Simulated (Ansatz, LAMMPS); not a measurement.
# Squeezing and shearing glassy 73SiO2-12SrO-7K2O-7P2O5 (mol %) (130 atoms), part 2 of 3

How stiff is glassy 73SiO2-12SrO-7K2O-7P2O5 (mol %) (130 atoms), and how do its levels respond to strain?

Ansatz 0.2.0; Kohn-Sham DFT, PBE, PAW (set soft_2), plane waves.

The cell: 30 Si, 5 Sr, 6 K, 6 P and 83 O. The quench rate of 50 K/ps far exceeds what a furnace or splat quench reaches. The starting topology of bonds comes from the classical model. Only the Γ point is sampled.

So far. Step 2 (Single point at the start): The r.m.s. force at the start is 0.99 eV/Å. Step 3 (Cell and atoms relaxed): The relaxation converged after 36 steps, with a largest force component of 0.038 eV/Å.

## Step 4: Single point at the relaxed geometry

One more single point at the end of the walk gives the fuller output and checks the residual forces.

input.yaml

```yaml
crystal:
  lattice:
    - [12.48485, -0.30104, -0.3432]
    - [-0.30104, 12.26093, -0.00482]
    - [-0.3432, -0.00482, 12.67752]
  atoms:
    - { symbol: Si, position: [0.2465, 0.62109, 0.06889] }
    - { symbol: Si, position: [0.92746, 0.42201, 0.5787] }
    - { symbol: Si, position: [0.89813, 0.62174, 0.91628] }
    - { symbol: Si, position: [0.93567, 0.38402, 0.00757] }
    - { symbol: Si, position: [0.17158, 0.05498, 0.49552] }
    - { symbol: Si, position: [0.66777, 0.52421, 0.90638] }
    [... 118 atom lines left out ...]
    - { symbol: O, position: [0.20758, 0.33025, 0.70084] }
    - { symbol: O, position: [0.5225, 0.97023, 0.81871] }
    - { symbol: O, position: [0.39814, 0.25981, 0.65658] }
    - { symbol: O, position: [0.68094, 0.46216, 0.02456] }
    - { symbol: O, position: [0.4977, 0.70585, 0.5568] }
    - { symbol: O, position: [0.48807, 0.29636, 0.01452] }
kpoints:
  mp_grid: { grid: [1, 1, 1] }
hamiltonian:
  xc: pbe
scf:
  occupations: { method: fixed }
output:
  forces: true
  stress: true
  populations: true
  dos:
    method: { smearing: { sigma: 0.15 } }
    de: 0.1
    projected: { site_lists: { K: [K], O: [O], P: [P], Si: [Si], Sr: [Sr] } }
  eigenvalues: true
  write_density: true
  write_potential: true
  volumetric_format: npy
```

Run with:

```
> ansatz run input.yaml --threads 4 --pin off --max-ram 8192MiB --backend cpu --events-out ev --progress --plain --runs-dir out
```

Numbers of over 12 decimals in the logs are rounded to 6 here.

Output:

```text
[...]
Crystal: 130 atoms, lattice volume = 1938.028 Å³
Basis set: ecut = 420 eV, 37835 PW (Γ), exchange–correlation on 180×180×180 points (8 copies of the dense FFT grid, shifted against one another)
Bands: 506, of which v1, the nominal top of the filled ones, is band 376 counted from 1 (375 counted from 0)
Symmetry: 1 space group operations
[...]
k-points: 1
[...]
SCF iter   1: F=—  HF=-97786.878759 eV  |F-HF|=—  |Δ(HF+E_count)|=         —  Δρ=1.92e-3  dr2=6.63e-2  ethr=1.77e-3  ⟨swp⟩=6.0  Hψ=2021  notcnv=0  defer=128
[...]
SCF iter   9: F=-97786.887112 eV  HF=-97786.887112 eV  |F-HF|=1.01e-8  |Δ(HF+E_count)|=   4.40e-8  Δρ=1.21e-6  dr2=2.81e-8  ethr=1.33e-11  ⟨swp⟩=30.0  Hψ=6299  notcnv=0
SCF 1 converged in 9 iterations: F = -97786.887112 eV  dr2 = 2.81e-8
[...]
WARN: The input density's exchange-correlation potential varies sharply where the density is thin. Do not read a vacuum level from v_tot or v_xc, or from such a field of the output density. On a cell that repeats whose density bears no net charge and no dipole along the vacuum's axis use v_es (v_loc + v_h of the components); [...]
SCF converged after 9 iterations
Free energy (F): -97786.887112 eV
[...]
Internal energy: -97786.887112 eV  (E = F + TS)
E sigma→0 (E₀):  -97786.887112 eV
Fermi energy:    3.702329 eV
[...]
--- Forces (eV/Å), atoms counted from 1 ---
  atom   1  Si    -0.01386486     0.01045006     0.01314186
  atom   2  Si     0.00696536    -0.01110739     0.00843113
  atom   3  Si    -0.00930191     0.01867361    -0.00413430
  atom   4  Si    -0.00774587    -0.00181030     0.00088993
  atom   5  Si     0.00082035    -0.00825393    -0.01356687
  atom   6  Si    -0.00967259     0.00402822     0.00670640
  atom   7  Si    -0.02307265    -0.01020652     0.01315760
  atom   8  Si     0.01396137    -0.01541658     0.00853107
  atom   9  Si    -0.01571367    -0.00085187     0.00480999
  atom  10  Si     0.01499343    -0.00213340     0.01195044
  atom  11  Si     0.02054917     0.00021989    -0.00939498
  atom  12  Si     0.00381263    -0.01600115     0.01045443
  atom  13  Si    -0.00675196    -0.01718279    -0.00554214
  atom  14  Si     0.01935584     0.00697902    -0.00811703
[...]
atom 129  O     -0.00145126     0.00403815     0.00658714
  atom 130  O      0.00443450    -0.00976140    -0.00347158
  max |Σ_I F_I| component: 3.55e-5 eV/Å
--- Stress (GPa, compression-positive) ---
        0.007597       0.006950       0.001983
        0.006949       0.006607       0.003253
        0.001984       0.003255       0.000328
  P = ⅓ Tr σ = 0.0048 GPa (0.048 kbar)
--- Band table (eV) ---
[...]
--- Löwdin populations: 130 sites ---
  site symbol       q [e]
     0     Si      2.3334
     1     Si      2.2862
     2     Si      2.2474
[...]
129      O      6.8617
  spilling = 0.013538 (of n_electrons = 752.000000)
```

It took 31 s on 4 threads of AMD EPYC 9R14 (Zen 4), shared host; peak memory 3 GiB.

The program notes that the exchange-correlation potential is rough where the density is thin.

Read from the output:

- free energy: -97786.8871 eV
- free energy per atom: -752.2068 eV/atom
- SCF cycles: 9
- pressure: 0.004844 GPa
- r.m.s. force component: 0.01006 eV/Å
- longest force: 0.04999 eV/Å
- Fermi energy: 3.702 eV
- gap (highest filled to lowest empty level): 3.621 eV
- spilling of the projection: 0.01354

## Step 5: Volume -3 %

The relaxed cell is scaled evenly and the atoms are relaxed again; the stress at the end gives one point of P(V).

input.yaml, the sections that differ from step 4:

```yaml
crystal:
  lattice:
    - [12.35873, -0.298, -0.33973]
    - [-0.298, 12.13707, -0.00477]
    - [-0.33973, -0.00477, 12.54946]
  atoms:
    [... the 130 atom lines of step 4 ...]
output:
  forces: true
  eigenvalues: true
  stress: true
relax:
  f_tol: 0.05
  max_steps: 70
# kpoints, hamiltonian, scf: as in step 4
```

Output:

```text
Warning: output.stress: scf.convergence.dr2_threshold = 1e-7 eV (the SCF's general default) is looser than the 1.08e-8 eV advised for a printed stress (1e-10 eV for each atom of the cell: 130, of which 108 are counted). What an SCF threshold leaves in a stress goes as its square root, and in the free energy as the threshold itself, and one threshold admits the most on a small cell: [...]
[...]
Crystal: 130 atoms, lattice volume = 1879.887 Å³
Basis set: ecut = 420 eV, 36755 PW (Γ), exchange–correlation on 180×180×180 points (8 copies of the dense FFT grid, shifted against one another)
Bands: 506, of which v1, the nominal top of the filled ones, is band 376 counted from 1 (375 counted from 0)
Symmetry: 1 space group operations
[...]
k-points: 1
[...]
SCF iter   1: F=—  HF=-97786.074520 eV  |F-HF|=—  |Δ(HF+E_count)|=         —  Δρ=1.92e-3  dr2=6.27e-2  ethr=1.77e-3  ⟨swp⟩=6.0  Hψ=2021  notcnv=0  defer=128
[...]
SCF iter   5: F=—  HF=-97786.084516 eV  |F-HF|=—  |Δ(HF+E_count)|=   3.23e-5  Δρ=7.07e-5  dr2=8.39e-5  ethr=4.51e-8  ⟨swp⟩=3.0  Hψ=714  notcnv=0  defer=128
SCF iter   6: F=-97786.084528 eV  HF=-97786.084527 eV  |F-HF|=6.00e-7  |Δ(HF+E_count)|=   1.13e-5  Δρ=2.37e-5  dr2=9.51e-6  ethr=8.31e-9  ⟨swp⟩=23.0  Hψ=4458  notcnv=0
SCF 1 converged in 6 iterations: F = -97786.084528 eV  dr2 = 9.51e-6
[...]
relax step   1: F+E_penalty+E_count = -97786.08452769 eV  Δ(F+E_penalty+E_count) = +0.000e0 eV  max|allowed force component| = 6.980e-1 eV/Å  Δτ_max = 0.0000 Å  (6 SCF iters, dr2 threshold 6.25e-5 eV, accepted)
[...]
relax step   2: F+E_penalty+E_count = -97786.41762871 eV  Δ(F+E_penalty+E_count) = -3.331e-1 eV  max|allowed force component| = 3.539e-1 eV/Å  Δτ_max = 0.0691 Å  (6 SCF iters, dr2 threshold 3.04e-5 eV, accepted)
[...]
relax step   3: F+E_penalty+E_count = -97786.56176150 eV  Δ(F+E_penalty+E_count) = -1.441e-1 eV  max|allowed force component| = 2.291e-1 eV/Å  Δτ_max = 0.1310 Å  (7 SCF iters, dr2 threshold 7.83e-6 eV, accepted)
relax step   4: F+E_penalty+E_count = -97786.60045414 eV  Δ(F+E_penalty+E_count) = -3.869e-2 eV  max|allowed force component| = 1.599e-1 eV/Å  Δτ_max = 0.0980 Å  (7 SCF iters, dr2 threshold 1.35e-5 eV, accepted)
relax step   5: F+E_penalty+E_count = -97786.58832338 eV  Δ(F+E_penalty+E_count) = +1.213e-2 eV  max|allowed force component| = 3.434e-1 eV/Å  Δτ_max = 0.2000 Å  (7 SCF iters, dr2 threshold 1.07e-5 eV, rejected (line search))
relax step   6: F+E_penalty+E_count = -97786.63751461 eV  Δ(F+E_penalty+E_count) = -3.706e-2 eV  max|allowed force component| = 5.605e-2 eV/Å  Δτ_max = 0.0983 Å  (9 SCF iters, accepted)
relax step   7: F+E_penalty+E_count = -97786.64132738 eV  Δ(F+E_penalty+E_count) = -3.813e-3 eV  max|allowed force component| = 5.010e-2 eV/Å  Δτ_max = 0.0235 Å  (8 SCF iters, accepted)
[...]
relax step   8: F+E_penalty+E_count = -97786.64500250 eV  Δ(F+E_penalty+E_count) = -3.675e-3 eV  max|allowed force component| = 4.122e-2 eV/Å  Δτ_max = 0.0294 Å  (7 SCF iters, accepted)
SCF converged after 7 iterations
Free energy (F): -97786.645002 eV
[...]
Internal energy: -97786.645002 eV  (E = F + TS)
E sigma→0 (E₀):  -97786.645002 eV
Fermi energy:    4.001019 eV
[...]
Σ components = -97786.645002   (vs F -97786.645002, Δ=0.00e0)
--- Forces (eV/Å), atoms counted from 1 ---
  atom   1  Si    -0.01308635     0.02611426     0.00308166
  atom   2  Si     0.02256395    -0.00517265     0.00932155
  atom   3  Si    -0.01176457    -0.00083386     0.00281564
  atom   4  Si    -0.00589423    -0.00865698     0.01157207
[...]
atom 130  O     -0.00064561     0.00442629     0.01099254
  max |Σ_I F_I| component: 1.45e-4 eV/Å
--- Stress (GPa, compression-positive) ---
        1.344458       0.166391      -0.047417
        0.166390       1.559882       0.091442
       -0.047416       0.091445       1.324646
  P = ⅓ Tr σ = 1.4097 GPa (14.097 kbar)
--- Band table (eV) ---
[...]
--- Relaxed structure (8 steps of the walk, 7 accepted, 0 SCFs on fresh bases) ---
  F+E_penalty+E_count = -97786.64500250 eV   max|allowed force component| = 4.122e-2 eV/Å
  atoms:
    - { symbol: Si, position: [0.247884, 0.623257, 0.066925] }
    - { symbol: Si, position: [0.929396, 0.421450, 0.578948] }
    - { symbol: Si, position: [0.894494, 0.624434, 0.914752] }
    - { symbol: Si, position: [0.933450, 0.385790, 0.00903037] }
[...]
- { symbol: O, position: [0.486056, 0.299332, 0.012522] }
```

Wall time 2.6 min (4 threads); peak memory 3 GiB.

The program notes that the SCF threshold is loose for the stress.

The relaxation converged after 8 steps, 0.560 eV below its start, with a largest force component of 0.041 eV/Å.

Volume -3 %: the energy stands 0.242 eV above that of the reference, at a pressure of 1.41 GPa.

## Step 6: Volume +3 %

The relaxed cell is scaled to another volume.

input.yaml, the sections that differ from step 5:

```yaml
crystal:
  lattice:
    - [12.60847, -0.30402, -0.3466]
    - [-0.30402, 12.38233, -0.00487]
    - [-0.3466, -0.00487, 12.80305]
  atoms:
    [... the 130 atom lines of step 4 ...]
# kpoints, hamiltonian, scf, output, relax: as in step 5
```

Output:

```text
[...]
Crystal: 130 atoms, lattice volume = 1996.169 Å³
Basis set: ecut = 420 eV, 39041 PW (Γ), exchange–correlation on 180×180×180 points (8 copies of the dense FFT grid, shifted against one another)
Bands: 506, of which v1, the nominal top of the filled ones, is band 376 counted from 1 (375 counted from 0)
Symmetry: 1 space group operations
[...]
k-points: 1
[...]
SCF iter   1: F=—  HF=-97786.166806 eV  |F-HF|=—  |Δ(HF+E_count)|=         —  Δρ=1.93e-3  dr2=7.17e-2  ethr=1.77e-3  ⟨swp⟩=6.0  Hψ=2021  notcnv=0  defer=128
[...]
SCF iter   5: F=—  HF=-97786.173060 eV  |F-HF|=—  |Δ(HF+E_count)|=   3.20e-5  Δρ=7.54e-5  dr2=1.07e-4  ethr=5.69e-8  ⟨swp⟩=3.0  Hψ=709  notcnv=0  defer=128
SCF iter   6: F=-97786.173079 eV  HF=-97786.173076 eV  |F-HF|=2.18e-6  |Δ(HF+E_count)|=   1.62e-5  Δρ=2.34e-5  dr2=1.02e-5  ethr=8.31e-9  ⟨swp⟩=22.0  Hψ=4541  notcnv=0
SCF 1 converged in 6 iterations: F = -97786.173079 eV  dr2 = 1.02e-5
[...]
relax step   1: F+E_penalty+E_count = -97786.17307864 eV  Δ(F+E_penalty+E_count) = +0.000e0 eV  max|allowed force component| = 6.304e-1 eV/Å  Δτ_max = 0.0000 Å  (6 SCF iters, dr2 threshold 6.25e-5 eV, accepted)
[...]
relax step   2: F+E_penalty+E_count = -97786.48124642 eV  Δ(F+E_penalty+E_count) = -3.082e-1 eV  max|allowed force component| = 3.476e-1 eV/Å  Δτ_max = 0.0679 Å  (7 SCF iters, dr2 threshold 2.48e-5 eV, accepted)
[...]
relax step   3: F+E_penalty+E_count = -97786.62387313 eV  Δ(F+E_penalty+E_count) = -1.426e-1 eV  max|allowed force component| = 2.056e-1 eV/Å  Δτ_max = 0.0997 Å  (7 SCF iters, dr2 threshold 7.55e-6 eV, accepted)
relax step   4: F+E_penalty+E_count = -97786.65303515 eV  Δ(F+E_penalty+E_count) = -2.916e-2 eV  max|allowed force component| = 1.616e-1 eV/Å  Δτ_max = 0.1326 Å  (7 SCF iters, dr2 threshold 1.29e-5 eV, accepted)
relax step   5: F+E_penalty+E_count = -97786.42202636 eV  Δ(F+E_penalty+E_count) = +2.310e-1 eV  max|allowed force component| = 7.101e-1 eV/Å  Δτ_max = 0.2000 Å  (8 SCF iters, dr2 threshold 9.14e-6 eV, rejected (line search))
relax step   6: F+E_penalty+E_count = -97786.68445606 eV  Δ(F+E_penalty+E_count) = -3.142e-2 eV  max|allowed force component| = 8.010e-2 eV/Å  Δτ_max = 0.0684 Å  (10 SCF iters, accepted)
relax step   7: F+E_penalty+E_count = -97786.68792448 eV  Δ(F+E_penalty+E_count) = -3.468e-3 eV  max|allowed force component| = 5.742e-2 eV/Å  Δτ_max = 0.0099 Å  (7 SCF iters, accepted)
[...]
relax step   8: F+E_penalty+E_count = -97786.69170320 eV  Δ(F+E_penalty+E_count) = -3.779e-3 eV  max|allowed force component| = 3.932e-2 eV/Å  Δτ_max = 0.0206 Å  (8 SCF iters, accepted)
SCF converged after 8 iterations
Free energy (F): -97786.691703 eV
[...]
Internal energy: -97786.691703 eV  (E = F + TS)
E sigma→0 (E₀):  -97786.691703 eV
Fermi energy:    3.415757 eV
[...]
Σ components = -97786.691703   (vs F -97786.691703, Δ=0.00e0)
--- Forces (eV/Å), atoms counted from 1 ---
  atom   1  Si     0.01783950     0.00700713    -0.01756929
  atom   2  Si    -0.00543735     0.00130642     0.00365446
  atom   3  Si     0.00457868     0.00295668     0.01725464
  atom   4  Si     0.00674309    -0.00135511     0.00308885
[...]
atom 130  O     -0.00226891    -0.00288809    -0.00994789
  max |Σ_I F_I| component: 3.56e-5 eV/Å
--- Stress (GPa, compression-positive) ---
       -1.133487      -0.219317      -0.057256
       -0.219317      -1.316420      -0.049821
       -0.057257      -0.049819      -1.039318
  P = ⅓ Tr σ = -1.1631 GPa (-11.631 kbar)
--- Band table (eV) ---
[...]
--- Relaxed structure (8 steps of the walk, 7 accepted, 0 SCFs on fresh bases) ---
  F+E_penalty+E_count = -97786.69170320 eV   max|allowed force component| = 3.932e-2 eV/Å
  atoms:
    - { symbol: Si, position: [0.245581, 0.618159, 0.071816] }
    - { symbol: Si, position: [0.924680, 0.422521, 0.577738] }
    - { symbol: Si, position: [0.901718, 0.620102, 0.917089] }
    - { symbol: Si, position: [0.938326, 0.383264, 0.00538887] }
[...]
- { symbol: O, position: [0.488856, 0.292656, 0.016163] }
```

Wall time 2.7 min (4 threads); peak memory 3.1 GiB; 10 min of CPU time.

The relaxation converged after 8 steps, 0.519 eV below its start, with a largest force component of 0.039 eV/Å.

Volume +3 %: the energy stands 0.195 eV above that of the reference, at a pressure of -1.16 GPa.

## Step 7: Volume -6 %

The relaxed cell is scaled to another volume.

Input and log are left out; they have the form of those shown for this kind of step.

It took 3.8 min on 4 threads of AMD EPYC 9R14 (Zen 4), shared host; peak memory 2.9 GiB.

The relaxation converged after 13 steps, 2.39 eV below its start, with a largest force component of 0.048 eV/Å.

Volume -6 %: the energy stands 1.02 eV above that of the reference, at a pressure of 2.98 GPa.

## Step 8: Volume +6 %

The relaxed cell is scaled to another volume.

input.yaml, the sections that differ from step 6:

```yaml
crystal:
  lattice:
    - [12.72971, -0.30694, -0.34993]
    - [-0.30694, 12.5014, -0.00491]
    - [-0.34993, -0.00491, 12.92616]
  atoms:
    [... the 130 atom lines of step 4 ...]
# kpoints, hamiltonian, scf, output, relax: as in step 6
```

Output:

```text
[...]
Crystal: 130 atoms, lattice volume = 2054.309 Å³
Basis set: ecut = 420 eV, 40097 PW (Γ), exchange–correlation on 180×180×180 points (8 copies of the dense FFT grid, shifted against one another)
Bands: 506, of which v1, the nominal top of the filled ones, is band 376 counted from 1 (375 counted from 0)
Symmetry: 1 space group operations
[...]
k-points: 1
[...]
SCF iter   1: F=—  HF=-97784.114727 eV  |F-HF|=—  |Δ(HF+E_count)|=         —  Δρ=1.95e-3  dr2=7.83e-2  ethr=1.77e-3  ⟨swp⟩=6.0  Hψ=2011  notcnv=0  defer=128
[...]
SCF iter   5: F=—  HF=-97784.120193 eV  |F-HF|=—  |Δ(HF+E_count)|=   3.81e-5  Δρ=8.11e-5  dr2=1.23e-4  ethr=6.07e-8  ⟨swp⟩=3.0  Hψ=732  notcnv=0  defer=128
SCF iter   6: F=-97784.120208 eV  HF=-97784.120206 eV  |F-HF|=1.77e-6  |Δ(HF+E_count)|=   1.29e-5  Δρ=2.42e-5  dr2=1.17e-5  ethr=8.31e-9  ⟨swp⟩=22.0  Hψ=4516  notcnv=0
SCF 1 converged in 6 iterations: F = -97784.120208 eV  dr2 = 1.17e-5
[...]
relax step   1: F+E_penalty+E_count = -97784.12020802 eV  Δ(F+E_penalty+E_count) = +0.000e0 eV  max|allowed force component| = 1.187e0 eV/Å  Δτ_max = 0.0000 Å  (6 SCF iters, dr2 threshold 6.25e-5 eV, accepted)
[...]
relax step   2: F+E_penalty+E_count = -97785.28478421 eV  Δ(F+E_penalty+E_count) = -1.165e0 eV  max|allowed force component| = 6.793e-1 eV/Å  Δτ_max = 0.1421 Å  (7 SCF iters, dr2 threshold 8.80e-5 eV, accepted)
[...]
relax step   3: F+E_penalty+E_count = -97785.83483054 eV  Δ(F+E_penalty+E_count) = -5.500e-1 eV  max|allowed force component| = 4.087e-1 eV/Å  Δτ_max = 0.1678 Å  (7 SCF iters, dr2 threshold 2.88e-5 eV, accepted)
relax step   4: F+E_penalty+E_count = -97785.95036276 eV  Δ(F+E_penalty+E_count) = -1.155e-1 eV  max|allowed force component| = 2.431e-1 eV/Å  Δτ_max = 0.2000 Å  (7 SCF iters, dr2 threshold 5.47e-5 eV, accepted)
relax step   5: F+E_penalty+E_count = -97786.00611551 eV  Δ(F+E_penalty+E_count) = -5.575e-2 eV  max|allowed force component| = 2.244e-1 eV/Å  Δτ_max = 0.0689 Å  (6 SCF iters, dr2 threshold 2.09e-5 eV, accepted)
relax step   6: F+E_penalty+E_count = -97786.03610616 eV  Δ(F+E_penalty+E_count) = -2.999e-2 eV  max|allowed force component| = 1.549e-1 eV/Å  Δτ_max = 0.0544 Å  (6 SCF iters, dr2 threshold 1.78e-5 eV, accepted)
relax step   7: F+E_penalty+E_count = -97786.05093792 eV  Δ(F+E_penalty+E_count) = -1.483e-2 eV  max|allowed force component| = 1.010e-1 eV/Å  Δτ_max = 0.0338 Å  (6 SCF iters, dr2 threshold 1.14e-5 eV, accepted)
relax step   8: F+E_penalty+E_count = -97786.06151866 eV  Δ(F+E_penalty+E_count) = -1.058e-2 eV  max|allowed force component| = 8.454e-2 eV/Å  Δτ_max = 0.0398 Å  (6 SCF iters, dr2 threshold 4.33e-6 eV, accepted)
relax step   9: F+E_penalty+E_count = -97786.06867798 eV  Δ(F+E_penalty+E_count) = -7.159e-3 eV  max|allowed force component| = 8.862e-2 eV/Å  Δτ_max = 0.0315 Å  (7 SCF iters, dr2 threshold 3.04e-6 eV, accepted)
relax step  10: F+E_penalty+E_count = -97786.07311815 eV  Δ(F+E_penalty+E_count) = -4.440e-3 eV  max|allowed force component| = 6.960e-2 eV/Å  Δτ_max = 0.0240 Å  (6 SCF iters, dr2 threshold 5.51e-6 eV, accepted)
relax step  11: F+E_penalty+E_count = -97786.07556725 eV  Δ(F+E_penalty+E_count) = -2.449e-3 eV  max|allowed force component| = 5.178e-2 eV/Å  Δτ_max = 0.0222 Å  (6 SCF iters, dr2 threshold 2.99e-6 eV, accepted)
[...]
relax step  12: F+E_penalty+E_count = -97786.07765846 eV  Δ(F+E_penalty+E_count) = -2.091e-3 eV  max|allowed force component| = 3.681e-2 eV/Å  Δτ_max = 0.0237 Å  (7 SCF iters, accepted)
SCF converged after 7 iterations
Free energy (F): -97786.077658 eV
[...]
Internal energy: -97786.077658 eV  (E = F + TS)
E sigma→0 (E₀):  -97786.077658 eV
Fermi energy:    3.135528 eV
[...]
Σ components = -97786.077658   (vs F -97786.077658, Δ=0.00e0)
--- Forces (eV/Å), atoms counted from 1 ---
  atom   1  Si     0.01242538    -0.00848326    -0.00312134
  atom   2  Si     0.01618713    -0.00635527     0.00289394
  atom   3  Si    -0.01572093    -0.01574554     0.02031069
  atom   4  Si     0.00215450    -0.00992844     0.03468757
[...]
atom 130  O      0.00827506    -0.00928533    -0.00104884
  max |Σ_I F_I| component: 5.44e-5 eV/Å
--- Stress (GPa, compression-positive) ---
       -2.154525      -0.414801      -0.076149
       -0.414801      -2.476160      -0.099188
       -0.076150      -0.099186      -1.912126
  P = ⅓ Tr σ = -2.1809 GPa (-21.809 kbar)
--- Band table (eV) ---
[...]
--- Relaxed structure (12 steps of the walk, 12 accepted, 0 SCFs on fresh bases) ---
  F+E_penalty+E_count = -97786.07765846 eV   max|allowed force component| = 3.681e-2 eV/Å
  atoms:
    - { symbol: Si, position: [0.244878, 0.614590, 0.074870] }
    - { symbol: Si, position: [0.922345, 0.423000, 0.577107] }
    - { symbol: Si, position: [0.905967, 0.617767, 0.918134] }
    - { symbol: Si, position: [0.941247, 0.381726, 0.00347193] }
[...]
- { symbol: O, position: [0.489592, 0.286626, 0.018805] }
```

The job ended after 4.1 min (4 threads; peak memory 3.1 GiB; 15 min of CPU time).

The relaxation converged after 12 steps, 1.96 eV below its start, with a largest force component of 0.037 eV/Å.

Volume +6 %: the energy stands 0.809 eV above that of the reference, at a pressure of -2.18 GPa.

## Step 9: Volume -10 %

The relaxed cell is scaled to another volume.

Input and log are left out; they have the form of those shown for this kind of step.

The job ended after 5.3 min (4 threads of AMD EPYC 9R14 (Zen 4), shared host; peak memory 2.8 GiB).

The relaxation converged after 14 steps, 7.18 eV below its start, with a largest force component of 0.044 eV/Å.

Volume -10 %: the energy stands 3.04 eV above that of the reference, at a pressure of 5.47 GPa.

(Continued in part 3 of 3.)

[Logs are printed without paths, hosts, clocks, repeated set-up lines and the standing remarks that a program may print on its own settings, such as how far it seeks lower states.]

[Hosts, paths, dates, database ids (printed as entryN), source tags and the programs' standing remarks are cut or masked in the printed files.]
